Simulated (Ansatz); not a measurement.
## TiO2 (Rutile): G0W0 under other settings

A base run on TiO2 (Rutile), then changed inputs.

Calculated with Ansatz 0.2.0; G0W0 on r2SCAN, plane waves, PAW.

**1. The structure**

It takes space group P4_2/mnm (No. 136, tetragonal). Conventional cell: a = 4.592 Å, b = 4.592 Å, c = 2.957 Å, α = 90.00°, β = 90.00°, γ = 90.00°. Nearest to Ti lie 6 O at 1.95 to 1.98 Å. O has 3 Ti at 1.95 to 1.98 Å nearest. Farther neighbours and most contacts between anions are not listed.

The cell and positions come from the Crystallography Open Database and are kept as given unless a step says otherwise. The default PAW set here is soft_2. Its files were made with PBE.

**2. The base run: 4×4×4 mesh, 229 empty bands, screening to 138 eV**

G0W0 replaces the xc potential by the self-energy, built once from these orbitals. Only a window of levels is corrected, while the sums run over the empty bands that the input names.

input.yaml

```yaml
crystal:
  lattice:
    - [4.5922, 0.0, 0.0]
    - [0.0, 4.5922, 0.0]
    - [0.0, 0.0, 2.9574]
  atoms:
    - { symbol: Ti, position: [0.0, 0.0, 0.0] }
    - { symbol: Ti, position: [0.5, 0.5, 0.5] }
    - { symbol: O, position: [0.30496, 0.30496, 0.0] }
    - { symbol: O, position: [0.19504, 0.80496, 0.5] }
    - { symbol: O, position: [0.69504, 0.69504, 0.0] }
    - { symbol: O, position: [0.80496, 0.19504, 0.5] }
kpoints:
  mp_grid: { grid: [4, 4, 4] }
hamiltonian:
  xc: r2scan
scf:
  occupations: { method: fixed }
gw:
  n_empty_bands: 229
  ecut_chi: 138
  qp_bands: [v2, c2]
  qp_kpoints: band_edges
  screening: { model: contour_deformation }
```

Command:

```sh
> ansatz run input.yaml --threads 2 --pin off --max-ram 92160MiB --backend cuda --events-out ev --progress --plain --runs-dir out --devices 1 --max-vram 13GiB  # rebuilt from the run's record
```

Numbers of over 12 decimals in the logs are rounded to 6 here.

What it wrote:

```text
GPUs: using 1 of 1 available (devices: 1).
Engine: ansatz 0.2.0, x86_64-unknown-linux-gnu
Pseudopotentials: kind: paw
Pseudopotential: Ti, paw, valence charge 12, recommended cutoff 500 eV (meta_gga), Ti.paw.azcp
Pseudopotential: O, paw, valence charge 6, recommended cutoff 500 eV (meta_gga), O.paw.azcp
Functional definition: r2SCAN
  parameter k0 = 0.174
  parameter k1 = 0.065
  parameter a1 = 4.9479
  exchange = r2scan_x(k0 = k0, k1 = k1, a1 = a1)
  correlation = r2scan_c
device memory: the entry about to start is reckoned to put 1.2 GiB on a device that reports 27.2 GiB free (of which the cap on the GPU budget leaves the run 13.0 GiB)
GPU FFT provider: cuFFT
GPU libraries: cuBLAS 13.8.2, cuFFT 12.4.0, cuSOLVER 12.3.4
Crystal: 6 atoms, lattice volume = 62.367 Å³
Basis set: ecut = 500 eV, 1559 PW (Γ), exchange–correlation on 144×144×96 points (64 copies of the dense FFT grid, shifted against one another)
Bands: 30, of which v1, the nominal top of the filled ones, is band 24 counted from 1 (23 counted from 0)
Symmetry: 16 space group operations
Space group: P42/mnm (ITA 136), of the structure as read, at distance tolerance 4.0e-5 Å
k-points: 18 of 64
Non-local potential: Ti, projectors of the file, l = 0: 3, l = 1: 2, l = 2: 3, l = 3: 1
Non-local potential: O, projectors of the file, l = 0: 2, l = 1: 2, l = 2: 1
PAW form: soft (Blöchl's): semilocal exchange-correlation on the pseudo side does not see the compensation charge
PAW frozen core: Ti, regenerated for the run's functional (the file was generated under x = pbe(κ = 0.804, μ = 0.219515), c = pbe(β = 0.066725))
PAW frozen core: O, regenerated for the run's functional (the file was generated under x = pbe(κ = 0.804, μ = 0.219515), c = pbe(β = 0.066725))
PAW one-centre angular grid: Ti, 590 points (default); XC on 160 Gauss nodes
PAW one-centre angular grid: O, 302 points (default); XC on 160 Gauss nodes
Initial density: superposition of atomic densities (neutral atoms: chi_scale 0, normalization atom), corrected by the library's trained network
Initial wavefunctions: pseudopotential atomic-orbital guess
GPU buffer pool allocated for 31104 grid points (all kernels)
GPU transforms: local potential and band sums: pruned to the plane-wave sphere, on 36×36×24
Functional: x = r2scan, c = r2scan; τ floored in thin density (d = 2e-4 eV/Å³)
SCF iter   1: F=—  HF=-7292.551609 eV  |F-HF|=—  |Δ(HF+E_count)|=         —  Δρ=2.78e-2  dr2=5.61e-1  dr2_τ=3.89e-1  ethr=1.77e-3  ⟨swp⟩=4.0  Hψ=2039  notcnv=0  defer=49
preconditioner: auto → Resta (q_TF=auto, 2.612 Å⁻¹)  ε∞=7.3  [insulator: Δε(μ)=2.747 eV  Ē_g=10.566 eV  n_scr=18 (ndim 8)  ℏωp=26.6 eV  f_vac=0.016  ε∞_Penn≈7.3]
[...]
E_aug_tail   = 0.004725  (compensation charges beyond the density's cutoff)
  E_vtau       = 45.593840  (kinetic-family band-sum trace: ∫τ·v_τ [+ j·A + Jᵃ·Aᵃ] dr)
  E_ewald      = -3597.094824
  E_core_change = -0.634678  (= ΣΔE_core)
  E_smearing   = -0.000000  (= −TS)
  E_closure    = -0.000000  (closes the sum)
  Σ components = -7292.565318   (vs F -7292.565318, Δ=0.00e0)
--- Band table (eV; the first three rows and the last of 18) ---
  k-point 0: bands = [... 20 lower, 8.0727, 8.3509, 8.3509, 8.8226, 11.0483, 11.3853, 11.5808, 11.6770, ... 2 higher]
  k-point 1: bands = [... 20 lower, 6.9820, 7.3187, 7.3187, 8.3372, 11.4020, 11.7430, 12.0203, 12.3021, ... 2 higher]
  k-point 2: bands = [... 20 lower, 6.4250, 6.4250, 7.3489, 7.3489, 12.1265, 12.1265, 12.3671, 12.3671, ... 2 higher]
  k-point 17: bands = [... 20 lower, 7.5119, 7.5119, 8.1172, 8.1172, 11.7589, 11.7589, 12.4063, 12.4063, ... 2 higher]
--- G₀W₀: contour deformation, 7 samples at zero and on the imaginary axis and 1 off it, 64 q-points, 229 empty bands' worth ---
  eigenvalues of the whole cell's RPA ε∞ on this k-mesh (on a slab, of 1 + 4πα/V) = 6.3338, 6.3338, 7.8152; static W/v taken at q = 0 is 0.141081
  bands read: the sum over 253 bands ends inside a degenerate multiplet in 12 slots, whose members it reads at an even weight; the widest, k=1: bands 253 to 254 (counted from 1) at 1/2 each
  gw.qp_kpoints: band_edges: 14 of 18 stored k-points solved, in 1 pass; an edge of the gap read off the rows below is read off those points alone
    valence top: of the k-points left out ik 7 came nearest to being solved in a further pass, in band 23 (counted from 1, as in the quasiparticle table): it holds the edge there only if its correction is more favourable than any solved in that band by at least 0.868 eV; those differ by 0.128 eV
    conduction bottom: of the k-points left out ik 5 came nearest to being solved in a further pass, in band 26 (counted from 1, as in the quasiparticle table): it holds the edge there only if its correction is more favourable than any solved in that band by at least 0.525 eV; those differ by 0.122 eV
    ik  band        ε_KS         Σx   Σc(E_QP)       V_xc       Z   E_QP_lin       E_QP  E_QP is
     0    23      8.3509   -26.2581     4.3327   -22.0039  0.7293     8.4293     8.4295  root
     0    24      8.8226   -26.2061     4.5309   -21.7509  0.7186     8.8983     8.8984  root
     0    25     11.0483   -13.2293    -7.0132   -21.3315  0.7276    12.1626    12.1374  root
     0    26     11.3853   -13.2659    -6.7349   -21.0216  0.7286    12.4282    12.4061  root
     1    23      7.3187   -25.3341     4.0051   -21.3622  0.7239     7.3520     7.3520  root
     1    24      8.3372   -25.6064     4.6537   -20.9886  0.7144     8.3730     8.3731  root
     1    25     11.4020   -13.2831    -7.2123   -21.5197  0.7154    12.4506    12.4262  root
     1    26     11.7430   -13.8232    -7.1631   -22.1060  0.7204    12.8916    12.8627  root
[...]
17    23      8.1172   -26.2753     4.5379   -21.7532  0.7235     8.1331     8.1331  root
    17    24      8.1172   -26.2753     4.5379   -21.7532  0.7235     8.1331     8.1331  root
    17    25     11.7589   -13.6648    -6.9790   -21.6539  0.7099    12.7942    12.7691  root
    17    26     11.7589   -13.6648    -6.9790   -21.6539  0.7099    12.7942    12.7691  root
[key lines of the parts left out:]
SCF converged after 8 iterations
Free energy (F): -7292.565318 eV
Fermi energy:    8.822623 eV
```

The job ended after 23 s (1 × NVIDIA H100 80GB HBM3 (shared by 6 runs) with 2 threads of AMD EPYC 7R13 (Zen 3), shared host; peak memory 1.4 GiB; 34 s of CPU time).

This step gave:

| Property | Result |
| --- | --- |
| bands summed | 253 |
| RPA ε∞ on this mesh (eigenvalues) | 6.334, 6.334, 7.815 |
| plane waves in the screening matrix | 217 |
| q-points in the mesh | 64 |
| G0W0 gap on the mesh | 3.191 eV |
| k of the valence top | 0, 0, 0 |
| k of the conduction bottom | 0, -0.5, -0.5 |
| starting gap on the mesh | 2.226 eV |
| Z at the valence top | 0.7186 |
| Z at the conduction bottom | 0.7264 |
| least direct G0W0 gap on the computed points | 3.239 eV |

The gap on the mesh goes from 2.23 eV to 3.19 eV, a correction of +0.97 eV, though a band edge has moved to another state.

**3. Variant: larger pair-density box**

input.yaml, as its differences from that of step 2:

```diff
@@ -19,4 +19,4 @@
 gw:
-  n_empty_bands: 229
-  ecut_chi: 138
+  n_empty_bands: 141
+  ecut_chi: 100
   qp_bands: [v2, c2]
@@ -24 +24,2 @@
   screening: { model: contour_deformation }
+  ecutfock_ratio: 2
```

What it wrote:

```text
GPUs: using 1 of 1 available (devices: 1).
[...]
GPU FFT provider: cuFFT
GPU libraries: cuBLAS 13.8.2, cuFFT 12.4.0, cuSOLVER 12.3.4
Crystal: 6 atoms, lattice volume = 62.367 Å³
Basis set: ecut = 500 eV, 1559 PW (Γ), exchange–correlation on 144×144×96 points (64 copies of the dense FFT grid, shifted against one another)
Bands: 30, of which v1, the nominal top of the filled ones, is band 24 counted from 1 (23 counted from 0)
[... 1 set-up line as in the run before ...]
[...]
k-points: 18 of 64
[...]
GPU buffer pool allocated for 31104 grid points (all kernels)
[...]
SCF iter   1: F=—  HF=-7292.551609 eV  |F-HF|=—  |Δ(HF+E_count)|=         —  Δρ=2.78e-2  dr2=5.61e-1  dr2_τ=3.89e-1  ethr=1.77e-3  ⟨swp⟩=4.0  Hψ=2039  notcnv=0  defer=49
[...]
SCF iter   8: F=-7292.565318 eV  HF=-7292.565318 eV  |F-HF|=1.97e-9  |Δ(HF+E_count)|=   1.35e-8  Δρ=2.38e-6  dr2=3.90e-9  dr2_τ=6.31e-11  ethr=2.08e-10  ⟨swp⟩=7.3  Hψ=1590  notcnv=0
SCF 1 converged in 8 iterations: F = -7292.565318 eV  dr2 = 3.90e-9
[...]
NSCF: frozen V_eff on 18 k-points, pencils in batches of 32, up to order 120
[...]
NSCF: frozen V_eff on 18 k-points
G₀W₀ screening: q 1/18
[... further progress lines ...]
SCF converged after 8 iterations
Free energy (F): -7292.565318 eV
[...]
Internal energy: -7292.565318 eV  (E = F + TS)
E sigma→0 (E₀):  -7292.565318 eV
Fermi energy:    8.822623 eV
[...]
--- Band table (eV; the first three rows and the last of 18) ---
  k-point 0: bands = [... 20 lower, 8.0727, 8.3509, 8.3509, 8.8226, 11.0483, 11.3853, 11.5808, 11.6770, ... 2 higher]
  k-point 1: bands = [... 20 lower, 6.9820, 7.3187, 7.3187, 8.3372, 11.4020, 11.7430, 12.0203, 12.3021, ... 2 higher]
  k-point 2: bands = [... 20 lower, 6.4250, 6.4250, 7.3489, 7.3489, 12.1265, 12.1265, 12.3671, 12.3671, ... 2 higher]
  k-point 17: bands = [... 20 lower, 7.5119, 7.5119, 8.1172, 8.1172, 11.7589, 11.7589, 12.4063, 12.4063, ... 2 higher]
[...]
0    23      8.3509   -26.2581     4.5041   -22.0039  0.7327     8.5997     8.6008  root
     0    24      8.8226   -26.2061     4.6910   -21.7509  0.7223     9.0574     9.0584  root
     0    25     11.0483   -13.2293    -6.8423   -21.3315  0.7295    12.3433    12.3083  root
     0    26     11.3853   -13.2659    -6.5695   -21.0216  0.7304    12.6026    12.5715  root
     1    23      7.3187   -25.3341     4.1659   -21.3622  0.7270     7.5121     7.5128  root
     1    24      8.3372   -25.6064     4.8020   -20.9886  0.7181     8.5207     8.5214  root
     1    25     11.4020   -13.2831    -7.0401   -21.5197  0.7177    12.6330    12.5984  root
     1    26     11.7430   -13.8232    -6.9857   -22.1060  0.7224    13.0804    13.0401  root
[...]
17    23      8.1172   -26.2753     4.7018   -21.7532  0.7268     8.2964     8.2969  root
    17    24      8.1172   -26.2753     4.7018   -21.7532  0.7268     8.2964     8.2969  root
    17    25     11.7589   -13.6648    -6.8054   -21.6539  0.7125    12.9782    12.9426  root
    17    26     11.7589   -13.6648    -6.8054   -21.6539  0.7125    12.9782    12.9426  root
```

It took 9.7 s on 1 × NVIDIA H100 80GB HBM3 (shared by 6 runs) with 2 threads; peak memory 1.2 GiB; 14 s of CPU time.

The G0W0 gap on the mesh is 3.198 eV.

Against the base:

```tsv
setting	base	variant
empty bands	229	141
screening cutoff (eV)	138	100
ecutfock ratio	-	2
```

```tsv
quantity	variant	base
starting gap on the mesh	2.226	2.226
G0W0 gap on the mesh	3.198	3.191
least direct G0W0 gap on the computed points	3.250	3.239
Z at the valence top	0.722	0.719
Z at the conduction bottom	0.729	0.726
```

**4. Variant: low screening cutoff**

input.yaml, as its differences from that of step 3:

```diff
@@ -19,4 +19,4 @@
 gw:
-  n_empty_bands: 141
-  ecut_chi: 100
+  n_empty_bands: 186
+  ecut_chi: 40
   qp_bands: [v2, c2]
@@ -24,2 +24 @@
   screening: { model: contour_deformation }
-  ecutfock_ratio: 2
```

What it wrote:

```text
GPUs: using 1 of 1 available (devices: 1).
[...]
GPU FFT provider: cuFFT
GPU libraries: cuBLAS 13.8.2, cuFFT 12.4.0, cuSOLVER 12.3.4
Crystal: 6 atoms, lattice volume = 62.367 Å³
Basis set: ecut = 500 eV, 1559 PW (Γ), exchange–correlation on 144×144×96 points (64 copies of the dense FFT grid, shifted against one another)
Bands: 30, of which v1, the nominal top of the filled ones, is band 24 counted from 1 (23 counted from 0)
[... 1 set-up line as in the run before ...]
[...]
k-points: 18 of 64
[...]
GPU buffer pool allocated for 31104 grid points (all kernels)
[...]
SCF iter   1: F=—  HF=-7292.551609 eV  |F-HF|=—  |Δ(HF+E_count)|=         —  Δρ=2.78e-2  dr2=5.61e-1  dr2_τ=3.89e-1  ethr=1.77e-3  ⟨swp⟩=4.0  Hψ=2039  notcnv=0  defer=49
[...]
SCF iter   8: F=-7292.565318 eV  HF=-7292.565318 eV  |F-HF|=1.97e-9  |Δ(HF+E_count)|=   1.35e-8  Δρ=2.38e-6  dr2=3.90e-9  dr2_τ=6.31e-11  ethr=2.08e-10  ⟨swp⟩=7.3  Hψ=1590  notcnv=0
SCF 1 converged in 8 iterations: F = -7292.565318 eV  dr2 = 3.90e-9
[...]
G₀W₀ screening: q 1/18
[... further progress lines ...]
SCF converged after 8 iterations
Free energy (F): -7292.565318 eV
[...]
Internal energy: -7292.565318 eV  (E = F + TS)
E sigma→0 (E₀):  -7292.565318 eV
Fermi energy:    8.822623 eV
[...]
--- Band table (eV; the first three rows and the last of 18) ---
  k-point 0: bands = [... 20 lower, 8.0727, 8.3509, 8.3509, 8.8226, 11.0483, 11.3853, 11.5808, 11.6770, ... 2 higher]
  k-point 1: bands = [... 20 lower, 6.9820, 7.3187, 7.3187, 8.3372, 11.4020, 11.7430, 12.0203, 12.3021, ... 2 higher]
  k-point 2: bands = [... 20 lower, 6.4250, 6.4250, 7.3489, 7.3489, 12.1265, 12.1265, 12.3671, 12.3671, ... 2 higher]
  k-point 17: bands = [... 20 lower, 7.5119, 7.5119, 8.1172, 8.1172, 11.7589, 11.7589, 12.4063, 12.4063, ... 2 higher]
[...]
0    23      8.3509   -26.2581     4.4410   -22.0039  0.7472     8.5372     8.5377  root
     0    24      8.8226   -26.2061     4.6255   -21.7509  0.7386     8.9924     8.9929  root
     0    25     11.0483   -13.2293    -6.5339   -21.3315  0.7415    12.6740    12.6166  root
     0    26     11.3853   -13.2659    -6.2933   -21.0216  0.7417    12.8978    12.8477  root
     1    23      7.3187   -25.3341     4.1626   -21.3622  0.7390     7.5088     7.5095  root
     1    24      8.3372   -25.6064     4.7225   -20.9886  0.7336     8.4417     8.4419  root
     1    25     11.4020   -13.2831    -6.7137   -21.5197  0.7318    12.9834    12.9248  root
     1    26     11.7430   -13.8232    -6.6775   -22.1060  0.7346    13.4141    13.3482  root
[...]
17    23      8.1172   -26.2753     4.6493   -21.7532  0.7404     8.2442     8.2445  root
    17    24      8.1172   -26.2753     4.6493   -21.7532  0.7404     8.2442     8.2445  root
    17    25     11.7589   -13.6648    -6.5057   -21.6539  0.7271    13.3006    13.2424  root
    17    26     11.7589   -13.6648    -6.5057   -21.6539  0.7271    13.3006    13.2424  root
```

Elapsed: 11 s, on 1 × NVIDIA H100 80GB HBM3 (shared by 6 runs) with 2 threads; peak memory 1.3 GiB; 14 s of CPU time.

Against the base:

```tsv
setting	base	variant
empty bands	229	186
screening cutoff (eV)	138	40
```

```tsv
quantity	variant	base
starting gap on the mesh	2.226	2.226
G0W0 gap on the mesh	3.568	3.191
least direct G0W0 gap on the computed points	3.624	3.239
Z at the valence top	0.739	0.719
Z at the conduction bottom	0.741	0.726
```

**5. Outcome**

- base: 3.19 eV, 23 s
- larger pair-density box: 3.20 eV, 9.7 s
- low screening cutoff: 3.57 eV, 11 s

What this shows: Larger pair-density box: the gap moves by +0.01 eV and the time by a factor of 0.42. The variant differs from the base in empty bands, screening cutoff and ecutfock ratio together, so the change can't be laid to one of them. Low screening cutoff: the gap moves by +0.38 eV and the time by a factor of 0.46; such settings are too crude to quote. The variant differs from the base in empty bands and screening cutoff together, so the change can't be laid to one of them. All runs here use a coarse mesh and modest cutoffs; they test settings and are not final values. The 4×4×4 mesh is coarse for this cell (its supercell is 12 Å along the shortest edge). The RPA ε∞ on it, from the r2SCAN start, is 6.33 and 7.82; such meshes misread the long-range screening, most where the gap is narrow.

[Paths, hosts, dates, memory and timing lines, banners, echoed tables and standing remarks are left out of the program output.]

[Logs are printed without paths, hosts, clocks, repeated set-up lines and the standing remarks that a program may print on its own settings, such as how far it seeks lower states.]

[Runs of the session that timed out or met a known fault of the program may be left out.]

[Cells called generated may have been cut or substituted from an entry of the Crystallography Open Database or the Materials Project.]

[Hosts, paths, dates, database ids (printed as entryN), source tags and the programs' standing remarks are cut or masked in the printed files.]
